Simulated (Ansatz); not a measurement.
## BiSb (model cell, started as layered BN type): a soft mode frozen in

Aim: this structure of BiSb (model cell, started as layered BN type) is to be tested for unstable modes, and one is followed downhill.

Method: DFT PBEsol, scalar-relativistic, plane waves, PAW, in Ansatz 0.2.0.

The structure was built from a prototype and need not be the compound's stable phase.

### 1. Set-up

It takes space group P6_3/mmc (No. 194, hexagonal). Conventional cell: a = 5.302 Å, b = 5.302 Å, c = 6.390 Å, α = 90.00°, β = 90.00°, γ = 120.00°. Nearest to Sb lie 5 Bi at 3.06 to 3.19 Å. Nearest to Bi lie 5 Sb at 3.06 to 3.19 Å. Farther neighbours are not listed.

### 2. Phonons on a q mesh

The cell comes from relaxations at this level that are not shown. The mesh has a single point along some directions, so zone-edge points there are not solved. Linear response on a 2×2×1 q mesh gives force constants as far as a supercell of that size would.

input.yaml

```yaml
crystal:
  lattice:
    - [5.3016348868, -3.0982e-06, 0.0]
    - [-2.6508147603, 4.5913520427, 0.0]
    - [0.0, 0.0, 6.3896325225]
  atoms:
    - { symbol: Sb, position: [0.3333333333, 0.6666666667, 0.25] }
    - { symbol: Sb, position: [0.6666666667, 0.3333333333, 0.75] }
    - { symbol: Bi, position: [0.6666666667, 0.3333333333, 0.25] }
    - { symbol: Bi, position: [0.3333333333, 0.6666666667, 0.75] }
kpoints:
  mp_grid: { grid: [12, 12, 6] }
hamiltonian:
  xc: pbesol
scf:
  occupations: { method: methfessel_paxton, width: 0.2 }
output:
  eigenvalues: true
phonons:
  method: dfpt
  qmesh: [2, 2, 1]
  temperatures: { t_max: 1000, t_step: 50 }
  qpath:
    path:
      - [[0.0, 0.0, 0.0], [0.5, 0.0, 0.0], [0.33333333, 0.33333333, 0.0], [0.0, 0.0, 0.0], [0.0, 0.0, 0.5], [0.5, 0.0, 0.5], [0.33333333, 0.33333333, 0.5], [0.0, 0.0, 0.5]]
      - [[0.5, 0.0, 0.5], [0.5, 0.0, 0.0]]
      - [[0.33333333, 0.33333333, 0.5], [0.33333333, 0.33333333, 0.0]]
    npoints: 10
```

On the command line:

```sh
> ansatz run input.yaml --threads 4 --pin off --max-ram 7168MiB --backend cpu --events-out ev --progress --plain --runs-dir out
```

Numbers of over 12 decimals in the logs are rounded to 6 here.

The program printed:

```text
Engine: ansatz 0.2.0, aarch64-unknown-linux-gnu
Pseudopotentials: kind: paw
Pseudopotential: Sb, paw, valence charge 15, recommended cutoff 420 eV (normal), Sb.paw.azcp
Pseudopotential: Bi, paw, valence charge 15, recommended cutoff 420 eV (normal), Bi.paw.azcp
Functional definition: PBEsol
  exchange = pbesol_x
  correlation = pbesol_c
Crystal: 4 atoms, lattice volume = 155.534 Å³
Basis set: ecut = 420 eV, 3039 PW (Γ), exchange–correlation on 72×72×96 points (8 copies of the dense FFT grid, shifted against one another)
Bands: 36, of which v1, the nominal top of the filled ones, is band 30 counted from 1 (29 counted from 0)
Symmetry: 24 space group operations
k-points: 76 of 864
Non-local potential: Sb, projectors of the file, l = 0: 2, l = 1: 2, l = 2: 2, l = 3: 2
Non-local potential: Bi, projectors of the file, l = 0: 2, l = 1: 2, l = 2: 2, l = 3: 2
PAW form: soft (Blöchl's): semilocal exchange-correlation on the pseudo side does not see the compensation charge
PAW frozen core: Sb, regenerated for the run's functional, and the local potential with it (the file was generated under x = pbe(κ = 0.804, μ = 0.219515), c = pbe(β = 0.066725))
PAW frozen core: Bi, regenerated for the run's functional, and the local potential with it (the file was generated under x = pbe(κ = 0.804, μ = 0.219515), c = pbe(β = 0.066725))
PAW one-centre angular grid: Sb, 590 points (default); XC on 64 Gauss nodes
PAW one-centre angular grid: Bi, 590 points (default); XC on 64 Gauss nodes
Initial density: superposition of atomic densities (neutral atoms: chi_scale 0, normalization atom), corrected by the library's trained network
Initial wavefunctions: pseudopotential atomic-orbital guess
Functional: x = pbesol(κ = 0.804, μ = 0.123457), c = pbesol(β = 0.046)
SCF iter   1: F=—  HF=-37299.461095 eV  |F-HF|=—  |Δ(HF+E_count)|=         —  Δρ=2.06e-3  dr2=5.56e-3  ethr=1.77e-3  ⟨swp⟩=6.6  Hψ=11332  notcnv=0
preconditioner: auto → LDOS  [metal: Δε(μ)=0.013 eV  Ē_g=7.782 eV  σ=0.200 eV  W_gap=0.05  n_scr=22 (ndim 8)  ℏωp=13.3 eV  f_vac=0.129  D(μ)=2.30/eV (n_scr^D=8)  β→1.0]
SCF iter   2: F=—  HF=-37299.459088 eV  |F-HF|=—  |Δ(HF+E_count)|=   2.01e-3  S|Δr|=    0.00e0  Δρ=6.21e-4  dr2=7.06e-4  ethr=9.27e-6  ⟨swp⟩=2.0  Hψ=5659  notcnv=0
SCF iter   3: F=—  HF=-37299.458856 eV  |F-HF|=—  |Δ(HF+E_count)|=   2.32e-4  S|Δr|=    0.00e0  Δρ=2.63e-4  dr2=9.33e-5  ethr=1.18e-6  ⟨swp⟩=2.0  Hψ=4995  notcnv=0
SCF iter   4: F=—  HF=-37299.458842 eV  |F-HF|=—  |Δ(HF+E_count)|=   1.34e-5  S|Δr|=    0.00e0  Δρ=5.57e-5  dr2=1.30e-5  ethr=1.56e-7  ⟨swp⟩=2.0  Hψ=4998  notcnv=0
SCF iter   5: F=—  HF=-37299.458838 eV  |F-HF|=—  |Δ(HF+E_count)|=   3.92e-6  S|Δr|=    0.00e0  Δρ=1.72e-5  dr2=9.99e-7  ethr=2.17e-8  ⟨swp⟩=2.0  Hψ=3159  notcnv=0
SCF iter   6: F=—  HF=-37299.458835 eV  |F-HF|=—  |Δ(HF+E_count)|=   3.43e-6  S|Δr|=    0.00e0  Δρ=1.55e-6  dr2=8.95e-9  ethr=1.66e-9  ⟨swp⟩=3.0  Hψ=5463  notcnv=0
SCF iter   7: F=—  HF=-37299.458835 eV  |F-HF|=—  |Δ(HF+E_count)|=   3.97e-9  S|Δr|=    0.00e0  Δρ=4.27e-7  dr2=3.10e-10  ethr=1.49e-11  ⟨swp⟩=2.0  Hψ=4264  notcnv=0
SCF iter   8: F=—  HF=-37299.458835 eV  |F-HF|=—  |Δ(HF+E_count)|=  3.20e-10  S|Δr|=    0.00e0  Δρ=1.54e-7  dr2=3.61e-11  ethr=1.00e-12  ⟨swp⟩=2.0  Hψ=4265  notcnv=0
SCF iter   9: F=-37299.458835 eV  HF=-37299.458835 eV  |F-HF|=3.64e-11  |Δ(HF+E_count)|=  2.18e-11  S|Δr|=    0.00e0  Δρ=2.52e-8  dr2=1.40e-12  ethr=1.00e-12  ⟨swp⟩=8.9  Hψ=14313  notcnv=0
SCF 1 converged in 9 iterations: F = -37299.458835 eV  dr2 = 1.40e-12
  greatest PAW one-centre occupation: 0.996 electrons in one spin orbital (limit 2), on the Sb atom at site 1 (counted from 0), in its partial waves of l = 2
phonons: the bands overlap, so this run is a metal and interpolates without the dipole-dipole term. If the crystal is really an insulator or semiconductor, its LO-TO splitting is missing
NSCF: frozen V_eff on 76 k-points
WARN: eigensolver did not converge in 8 slots of this pass, the one above among them; of largest residual over every band (k=44): 1 band(s) unlocked (lowest unlocked band 35, counted from 0; max residual 1.66e-4 eV among the unlocked bands, 1.66e-4 eV over every band); of lowest unlocked band (k=2): band 35
NSCF: frozen V_eff on 296 k-points
DFPT response loops at q = (0, 0, 0) (fractional): preconditioner auto → Kerker (q_TF=auto, 2.328 Å⁻¹) (partly filled bands, converged f_vac=0.137); β = 1.00, the filter's whole step (`scf.mixing.beta` (0.50) is not read by the response loops under this deck's `scf.mixing.preconditioner`; to damp them name `kerker` or `kerker_dos`, under which they read `scf.mixing.beta`, and type it under 1.00, their step now; both keys bind the ground state too); Broyden in place of MSR1
NSCF: frozen V_eff on 592 k-points
DFPT response loops at q = (0, -0.5, 0) (fractional): mixed as the last ones told, above
SCF converged after 9 iterations
Stability not checked: this state was not tested for a lower state beside it, because cold or Methfessel-Paxton smearing, or corrected tetrahedra, fill the levels in a way that the test cannot read (fill_not_monotonic; see scf.lower_state_search)
Free energy (F): -37299.458835 eV
Harris-Foulkes:  -37299.458835 eV  (|F-HF|=3.64e-11)
Internal energy: -37299.455222 eV  (E = F + TS)
E sigma→0 (E₀):  -37299.457931 eV
Entropy (-TS):   -0.003613 eV (-0.903 meV/atom)
Fermi energy:    7.699587 eV
Step filling:    the computed levels leave a gap of 0.0049 eV = 0.0 smearing widths at the electron count; against every level under it full and every level over it empty, smearing changes F+E_penalty+E_count by -3.038 meV and its σ→0 estimate by -2.134 meV
--- Per-component energies (eV) ---
  E_band       = -690.019845
  E_kinetic    = 1019.505718
  E_local      = -7338.215158  (includes V_loc(G=0)·N_el)
  E_nonlocal   = 1851.537621
  E_hartree    = 2909.625497
  E_xc         = -574.874531
  E_vxc        = -480.549218  (∫ρ·V_xc dr)
  E_paw        = -30017.502070  (= ΣΔE_a)
  E_vpaw       = -1561.548819  (= ΣTr[D̂ρ^β])
  E_aug_tail   = -0.000922  (compensation charges beyond the density's cutoff)
  E_ewald      = -5150.374595
  E_core_change = 0.843218  (= ΣΔE_core)
  E_smearing   = -0.003613  (= −TS)
  E_closure    = 0.000000  (closes the sum)
  Σ components = -37299.458835   (vs F -37299.458835, Δ=0.00e0)
--- Band table (eV; the first three rows and the last of 76) ---
  k-point 0: bands = [... 26 lower, 4.1820, 5.9701, 5.9897, 5.9897, 7.7519, 7.7519, 9.9024, 9.9024, ... 2 higher]
  k-point 1: bands = [... 26 lower, 4.2722, 5.8165, 5.8165, 6.4919, 7.8470, 7.8470, 9.6551, 9.6551, ... 2 higher]
  k-point 2: bands = [... 26 lower, 4.5332, 5.4029, 5.4029, 7.6058, 7.9599, 8.1266, 8.1266, 9.1210, ... 2 higher]
  k-point 75: bands = [... 26 lower, 7.1643, 7.1643, 7.3168, 7.3168, 7.7480, 7.7480, 8.2271, 8.2271, ... 2 higher]
--- Phonons (Γ-DFPT): 4 representative perturbations + reference (Σ response iterations 12) ---
  ASR residual: 2.394e-5 → 0.000e0 eV/Å²; symmetrization residual: 6.868e-5 eV/Å²
  ASR residual per site (eV/Å²): 2.39e-5 2.39e-5 1.96e-5 1.96e-5
  Γ frequencies (cm⁻¹): -81.10 -15.40 -15.40 0.00 0.00 0.00 40.17 93.31 98.70 98.70 117.55 117.55
--- Phonons (arbitrary-q DFPT): 2 irreducible q on the 2×2×1 mesh ---
  q = [0.0000, 0.0000, 0.0000] (star 1, of the zone-centre solve; hermiticity 4.06e-5, symmetrization 2.09e-6): -81.10 -15.40 -15.40 -0.00 -0.00 0.00 40.17 93.31 98.70 98.70 117.55 117.55
  q = [0.0000, -0.5000, 0.0000] (star 3, 6 solved perturbations in 1528 linear systems a pass and spin channel, the states on 296 of 864 k-point pairs; hermiticity 8.63e-5, symmetrization 1.79e-5): -9.39 23.53 25.48 36.18 48.86 68.16 72.71 73.31 75.61 97.46 105.74 107.25
  sum rule: each row above includes the acoustic sum rule's correction from the zone centre's row sums; it moved no ω² by more than (0.23 cm⁻¹)²
  mesh force constants: q→R imaginary residual 1.15e-17; ASR residual 2.394e-5 → 0.000e0 eV/Å²; symmetrization residual 4.441e-15 eV/Å²
  interpolated dispersion: 93 rows × 12 modes
  density of states and harmonic sums: on the 14×14×10 q-mesh, interpolated from the force constants of a 2×2×1 supercell (no non-analytic term)
  largest difference from the sums on the solved wave vectors: F 4.58e-1 eV, S 5.81e-4 and C_V 1.24e-4 eV/K
  zero-point energy: 0.044470 eV/cell   skipped modes (ω ≤ 0): 158, of them read as no rigid motion or as one in doubt: 155 (8.112e-1 modes/cell left out, lowest -81.10 cm⁻¹)   left out of the sums: 6.77e-2 of the cell's modes: C_V's classical limit lies that fraction below 3 k_B per atom; for a crystal, a wire or a layer, F and S can be off by more, and a phonons.interpolated_qmesh denser along its periods is the remedy for the sampling
```

It took 6.1 min on 4 threads of Arm Neoverse V2, shared host; peak memory 4.1 GiB; 24 min of CPU time.

In the SCF lines HF is the Harris–Foulkes energy and dr2 the Hartree energy of the density residual, in eV; the loop may stop once dr2 is under the threshold and the program's other checks hold. Hψ counts applications of the Hamiltonian.

Numbers from this step:

* volume per atom: 38.88 Å³
* gap on the k-mesh: 0 eV
* sum-rule residual before enforcement: 2.39e-5 eV/Å²
* point group: 6/mmm
* highest optical mode at the zone centre (no LO-TO term): 117.5 cm⁻¹
* lowest optical zone-centre mode: -81.1 cm⁻¹
* lowest mode on the q mesh (acoustic modes at Γ apart): -81.1 cm⁻¹
* highest frequency at a solved wavevector (no LO-TO term at Γ): 117.5 cm⁻¹

Frequencies (cm⁻¹) solved at each irreducible wavevector; negative means imaginary. Frequencies by wavevector, by row:

| q in reciprocal lattice units | star | mode 1 | mode 2 | mode 3 | mode 4 | mode 10 | mode 11 | mode 12 |
| --- | --- | --- | --- | --- | --- | --- | --- | --- |
| 0 0 0 | 1 | -81.1 | -15.4 | -15.4 | 0 | 98.7 | 117.5 | 117.5 |
| 0 -0.5 0 | 3 | -9.4 | 23.5 | 25.5 | 36.2 | 97.5 | 105.7 | 107.2 |

Symmetry leaves 2 wavevectors to solve. The lowest mode among them, the acoustic zeros apart, lies at Γ and is imaginary, 81.1i cm⁻¹, so the energy falls along it.

### 3. The mode frozen in, largest atomic shift 0 Å

The mode followed lies at Γ with frequency 81.1i cm⁻¹, the softest among the wavevectors solved. At small amplitude the distorted cell has space group no. 186 by a symmetry search on the positions. The undistorted cell that holds it gives the zero of energy on the same k mesh.

input.yaml, the sections that differ from step 2:

```yaml
output:
  forces: true
  stress: true
  eigenvalues: true
# crystal, kpoints, hamiltonian, scf: as in step 2
# phonons: removed
```

The program printed:

```text
[...]
Crystal: 4 atoms, lattice volume = 155.534 Å³
Basis set: ecut = 420 eV, 3039 PW (Γ), exchange–correlation on 72×72×90 points (8 copies of the dense FFT grid, shifted against one another)
Bands: 36, of which v1, the nominal top of the filled ones, is band 30 counted from 1 (29 counted from 0)
Symmetry: 24 space group operations
[...]
k-points: 76 of 864
[...]
k-point 0: bands = [... 26 lower, 4.1820, 5.9701, 5.9897, 5.9897, 7.7518, 7.7518, 9.9024, 9.9024, ... 2 higher]
  k-point 1: bands = [... 26 lower, 4.2722, 5.8165, 5.8165, 6.4918, 7.8469, 7.8469, 9.6551, 9.6551, ... 2 higher]
  k-point 2: bands = [... 26 lower, 4.5332, 5.4029, 5.4029, 7.6057, 7.9599, 8.1266, 8.1266, 9.1210, ... 2 higher]
  k-point 75: bands = [... 26 lower, 7.1642, 7.1642, 7.3168, 7.3168, 7.7480, 7.7480, 8.2271, 8.2271, ... 2 higher]
[key lines of the parts left out:]
SCF converged after 6 iterations
Free energy (F): -37299.458835 eV
Fermi energy:    7.699542 eV
P = ⅓ Tr σ = -0.0007 GPa (-0.007 kbar)
```

It took 5.4 s on 4 threads; peak memory 0.65 GiB; 20 s of CPU time.

This step gave:

- pressure: -6.78e-4 GPa
- energy from the undistorted cell: 0 meV/atom

The run ends at a pressure of 0.00 GPa.

### 4. The mode frozen in, largest atomic shift 0.14 Å

The atoms are moved along the unstable eigenvector, the largest shift by 0.14 Å, with the cell fixed.

input.yaml, the sections that differ from step 3:

```yaml
crystal:
  lattice:
    - [5.3016348868, -3.0982e-06, 0.0]
    - [-2.6508147603, 4.5913520427, 0.0]
    - [0.0, 0.0, 6.3896325225]
  atoms:
    - { symbol: Sb, position: [0.3333333333, 0.6666666667, 0.2719104932] }
    - { symbol: Sb, position: [0.6666666667, 0.3333333333, 0.7719104932] }
    - { symbol: Bi, position: [0.6666666667, 0.3333333333, 0.2372341059] }
    - { symbol: Bi, position: [0.3333333333, 0.6666666667, 0.7372341059] }
# kpoints, hamiltonian, scf, output: as in step 3
```

The program printed:

```text
[...]
Crystal: 4 atoms, lattice volume = 155.534 Å³
Basis set: ecut = 420 eV, 3039 PW (Γ), exchange–correlation on 72×72×90 points (8 copies of the dense FFT grid, shifted against one another)
Bands: 36, of which v1, the nominal top of the filled ones, is band 30 counted from 1 (29 counted from 0)
Symmetry: 12 space group operations
[...]
k-points: 76 of 864 (time reversal used)
[...]
k-point 0: bands = [... 26 lower, 4.1749, 5.8441, 6.0509, 6.0509, 7.6897, 7.6897, 9.9352, 9.9352, ... 2 higher]
  k-point 1: bands = [... 26 lower, 4.2663, 5.8622, 5.8622, 6.3494, 7.8019, 7.8019, 9.6819, 9.6819, ... 2 higher]
  k-point 2: bands = [... 26 lower, 4.5315, 5.4250, 5.4250, 7.2137, 8.1085, 8.1085, 8.3710, 9.1362, ... 2 higher]
  k-point 75: bands = [... 26 lower, 6.5702, 6.5702, 7.5075, 7.5075, 8.0242, 8.0242, 8.4094, 8.4094, ... 2 higher]
[key lines of the parts left out:]
SCF converged after 6 iterations
Free energy (F): -37299.499019 eV
Fermi energy:    7.717781 eV
P = ⅓ Tr σ = 0.5946 GPa (5.946 kbar)
```

Wall time 8.1 s (4 threads); peak memory 0.61 GiB; 31 s of CPU time.

Numbers from this step:

| Item | Value |
| --- | --- |
| pressure | 0.5946 GPa |
| energy from the undistorted cell | -10.18 meV/atom |

The energy, extrapolated to zero smearing, is -10.18 meV/atom against the undistorted cell.

The run ends at a pressure of 0.59 GPa, with forces up to 0.023 eV/Å.

### 5. Energy along the mode, all amplitudes (two of the runs are shown above)

An imaginary frequency means negative curvature, so the energy should fall and then rise again as anharmonic terms take over.

Numbers from this step:

```yaml
depth_at_the_lowest_point_sampled: 10.18 meV/atom
largest_atomic_shift_at_that_point: 0.14 Å
```

The energy from the parent by largest atomic shift:

| largest atomic shift (Å) | energy from the parent (meV/atom) |
| --- | --- |
| 0.000 | 0 |
| 0.040 | -1.71 |
| 0.080 | -5.42 |
| 0.140 | -10.2 |
| 0.220 | 3.64 |
| 0.320 | 91.7 |

Displacement at unit largest shift by atom:

| atom | x (Å) | y (Å) | z (Å) | size |
| --- | --- | --- | --- | --- |
| Sb1 | 0.00 | 0.00 | 1.00 | 1.00 |
| Sb2 | 0.00 | 0.00 | 1.00 | 1.00 |
| Bi3 | 0.00 | 0.00 | -0.58 | 0.58 |
| Bi4 | 0.00 | 0.00 | -0.58 | 0.58 |

The lowest of the steps tried is at 0.14 Å, 10.2 meV/atom below the parent; the bottom of the well need not coincide with a step.

[end of part 1 of 2]

[Logs are printed without paths, hosts, clocks, repeated set-up lines and the standing remarks that a program may print on its own settings, such as how far it seeks lower states.]

[Hosts, paths, dates, database ids (printed as entryN), source tags and the programs' standing remarks are cut or masked in the printed files.]
